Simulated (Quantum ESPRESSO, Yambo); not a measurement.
# PtS2 (1T monolayer): G0W0 on several meshes in Yambo, part 2 of 2

How does the mesh move the gap of PtS2 (1T monolayer)?

Quantum ESPRESSO 7.5 and Yambo 5.3.0; PBE and many-body steps on it, plane waves. Known limits of the many-body steps: not at the basis limit; no spin polarisation; d states lean on the start; no spin-orbit coupling.

So far. Step 4 (6×6×1): The gap on the mesh goes from 2.04 eV to 3.28 eV, a correction of +1.24 eV. Step 5 (Empty states on the mesh, 9×9×1 mesh, 117 bands): On this mesh the gap is 1.809 eV.

### 6. Conversion and set-up

This step: Yambo 5.3.0; conversion and set-up on PBE, plane waves, norm-conserving pseudopotentials.

On the command line:

```console
> (cd o/x.save; p2y > p2y.log; mv SAVE ../..); yambo > setup.log
```

The program printed:

```text
 Yambo, version 5.3.0

 [02] CORE Variables Setup
 =========================

  [02.01] Unit cells
  ==================

  Cell kind             :  HCP
  Atoms in the cell     :  Pt  S
  number of Pt atoms    :  1
  number of S  atoms    :  2

  List of atomic masses
  Mass of Pt    :  195.0800
  Mass of S     :  32.06000

  List of atomic coordinates    : [cc]
  Pt1       :   0.00000   0.00000  14.17295  order 1
  S1       : -0.33765E-09   3.8988       16.493      order 2
  S2       :   3.37650   1.94942  11.85264  order 3

[...]
K/Q-points units:
 rlu = crystal or reduced units; cc = cartesian coordinates; iku = interal k-units

 Q [ 1]         [rlu]:  0.000000  0.000000  0.000000
 Q [ 2]         [rlu]:  0.32303E-17  0.11111       0.0000
 Q [ 3]         [rlu]:  0.64607E-17  0.22222       0.0000
[...]
Q [ 8]         [rlu]:  0.111111  0.333333  0.000000
 Q [ 9]         [rlu]:  0.111111  0.444444  0.000000
 Q [10]         [rlu]:  0.222222  0.222222  0.000000
 Q [11]         [rlu]:  0.222222  0.333333  0.000000
 Q [12]         [rlu]:  0.333333  0.333333  0.000000

  [03.01] X indexes
  =================

   [03.01.01] Sigma indexes
   ========================

 [06] Game Over & Game summary
```

It took 4.4 s on 1 MPI rank of Arm Neoverse N1, shared host; peak memory 0.26 GiB.

### 7. 9×9×1

This step: G0W0 on PBE, plane waves, norm-conserving pseudopotentials.

gw11.in reads:

```
HF_and_locXC
gw0
dyson
ppa
em1d
rim_cut
rim_w
RandQpts= 3000000
RandGvec= 100 RL
CUTGeo= "slab z"
RandGvecW= 9 RL
EXXRLvcs= 76 Ry
VXCRLvcs= 304 Ry
Chimod= "HARTREE"
% BndsRnXp
 1 | 117 |
%
NGsBlkXp= 9.5 Ry
% LongDrXp
 1 | 1 | 0 |
%
% GbndRnge
 1 | 117 |
%
DysSolver= "n"
ExtendOut
PPAPntXp= 27.21138 eV
% QPkrange
 2 | 2 | 14 | 17 |
 3 | 3 | 14 | 17 |
 1 | 1 | 14 | 17 |
%
```

On the command line:

```console
> OMP_NUM_THREADS=1 mpirun -n 4 yambo -F gw11.in -J gw11 -C gw11 > gw11.log
```

The program printed:

```text
 Yambo, version 5.3.0

 [02] CORE Variables Setup
 =========================

  [... cell, symmetries and grids as in the set-up ...]

  [02.05] Energies & Occupations
  ==============================

  [X] === General ===
  [X] Electronic Temperature                        :  0.000000  0.000000 [eV K]
  [X] Bosonic    Temperature                        :  0.000000  0.000000 [eV K]
  [X] Finite Temperature mode                       : no
  [X] El. density                                   :  0.18084E+24 [cm-3]
  [X] Fermi Level                                   : -0.932625 [eV]

  [X] === Gaps and Widths ===
  [X] Conduction Band Min                           :  1.809132 [eV]
  [X] Valence Band Max                              :  0.000000 [eV]
  [X] Filled Bands                                  :  15
  [X] Empty Bands                                   :   16  117
  [X] Direct Gap                                    :  1.875798 [eV]
  [X] Direct Gap localized at k                     :  3
  [X] Indirect Gap                                  :  1.809132 [eV]
  [X] Indirect Gap between kpts                     :  2  3
  [X] Last valence band width                       :  1.069114 [eV]
  [X] 1st conduction band width                     :  1.427664 [eV]

 [03] Transferred momenta grid and indexing
 ==========================================

 IBZ Q-points                                      :  12
 BZ  Q-points                                      :   81

 K/Q-points units:
 rlu = crystal or reduced units; cc = cartesian coordinates; iku = interal k-units

 Q [ 1]         [rlu]:  0.000000  0.000000  0.000000
 Q [ 2]         [rlu]:  0.32303E-17  0.11111       0.0000
 Q [ 3]         [rlu]:  0.64607E-17  0.22222       0.0000
[...]
Integrated volume       :  0.221569 [a.u.]

  [09.03] RIM integrals
  =====================

  Comparison between head Wc = W - v averages: < Wc > [au] RIM-W/RIM

   < -Wc [Q = 1] > 0.243451E-1 0.332659E-4 * < -Wc [Q = 2] > 0.005200 0.005103
   < -Wc [Q = 3] > 0.001154 0.001139 * < -Wc [Q = 4] > 0.420097E-3 0.416188E-3
   < -Wc [Q = 5] > 0.196258E-3 0.195054E-3 * < -Wc [Q = 6] > 0.001622 0.001597
   < -Wc [Q = 7] > 0.582089E-3 0.576549E-3 * < -Wc [Q = 8] > 0.259693E-3 0.258084E-3
   < -Wc [Q = 9] > 0.135249E-3 0.134663E-3 * < -Wc [Q = 10] > 0.289702E-3 0.287965E-3
   < -Wc [Q = 11] > 0.154486E-3 0.153732E-3 * < -Wc [Q = 12] > 0.932713E-4 0.928072E-4

  Comparison between head Wc = W - v averages: < Wc > [au] RIM-W/RIM

   < -Wc [G = 1,G`=0] > 0.243451E-1 0.332659E-4 * < -Wc [G = 2,G`=0] >-0.001071 0.000000
   < -Wc [G = 3,G`=0] >-0.001071 0.000000 * < -Wc [G = 4,G`=0] > 0.638401E-5  0.00000
   < -Wc [G = 5,G`=0] > 0.639133E-5  0.00000 * < -Wc [G = 6,G`=0] > 0.712398E-4  0.00000
   < -Wc [G = 7,G`=0] > 0.712292E-4  0.00000 * < -Wc [G = 8,G`=0] >-0.116151E-4  0.00000
   < -Wc [G = 9,G`=0] >-0.116149E-4  0.00000

 [10] G0W0 (W PPA)
 =================

 [  GW  ] Bands range     :    1  117
 [GW/PPA] G damping       :  0.100000 [eV]

 QP @ state[ 1 ] K range:  1  3
 QP @ state[ 1 ] b range:  14  17

  Sc/G bands                                       :    1  117
  Sc/G damping                                     :  0.100000 ev
  Sc bands terminator                              : no
  Sx RL components                                 :  12631

  QP @ state[ 1 ] K range                          :  1  3
  QP @ state[ 1 ] b range                          :  14  17
  GF energies kind                                 : Perdew, Burke & Ernzerhof(X)+Perdew, Burke & Ernzerhof(C)
  GF WF`s kind                                     : Perdew, Burke & Ernzerhof(X)+Perdew, Burke & Ernzerhof(C)
  Xs energies kind                                 : Perdew, Burke & Ernzerhof(X)+Perdew, Burke & Ernzerhof(C)
  Xs WF`s kind                                     : Perdew, Burke & Ernzerhof(X)+Perdew, Burke & Ernzerhof(C)

 [14] Game Over & Game summary
```

The job ended after 31 min (4 MPI ranks; peak memory 3.3 GiB).

Numbers from this step:

```yaml
g0w0_gap_on_the_points_computed: 3.056 eV
starting_gap_on_the_mesh: 1.809 eV
k_of_the_valence_top: 0, 0.1111, 0
k_of_the_conduction_bottom: 0, 0.2222, 0
least_direct_g0w0_gap_on_the_computed_points: 3.134 eV
z_at_the_valence_top: 0.7533
z_at_the_conduction_bottom: 0.7634
```

Against G0W0 in Yambo (6×6×1 mesh, 117 bands, screening to 129.3 eV, Godby-Needs plasmon pole), the gap moves by −0.225 eV.

### 8. Side by side

Times are wall times on 4 MPI ranks of Arm Neoverse N1, shared host, good to a factor of about two.

| run | mesh | bands | screening cutoff (eV) | DFT gap (eV) | gap on the mesh (eV) | direct (eV) | time |
| --- | --- | --- | --- | --- | --- | --- | --- |
| 6×6×1 | 6×6×1 | 117 | 129.3 | 2.039 | 3.281 | 3.281 | 11 min |
| 9×9×1 | 9×9×1 | 117 | 129.3 | 1.809 | 3.056 | 3.134 | 31 min |

### 9. Outcome

```yaml
6x6x1: 3.281 eV
9x9x1: 3.056 eV
known_limits: not at the basis limit; no spin polarisation; d states lean on the start; no spin-orbit coupling
```

9×9×1: −0.225 eV against 6×6×1, −0.230 eV of it in the start. Bands and cutoff are finite, so the gap is not at the basis limit. The miss can reach some tenths of an eV and take either sign; the mesh is an error of its own. In the G0W0 runs levels were corrected at 3 k points alone, so a gap called «on the mesh» is the least over those, and an edge elsewhere would be missed. A denser mesh or path gives a starting gap of 1.77 eV: the GW mesh misses a band edge, so its gaps are not the fundamental one. The runs have no spin polarisation. For a closed low-spin shell that is the natural state; where a d or f shell is open it is a constraint, and the gap is then not the crystal's own. With d states at the gap, one-shot GW leans hard on its start. The many-body steps are scalar-relativistic: spin-orbit coupling is not in them.

[Paths, hosts, dates, memory and timing lines, banners, echoed tables and standing remarks are left out of the program output.]

[Logs are printed without paths, hosts, clocks, repeated set-up lines and the standing remarks that a program may print on its own settings, such as how far it seeks lower states.]

[Runs of the session that timed out or met a known fault of the program may be left out.]

[Hosts, paths, dates, database ids (printed as entryN), source tags and the programs' standing remarks are cut or masked in the printed files.]
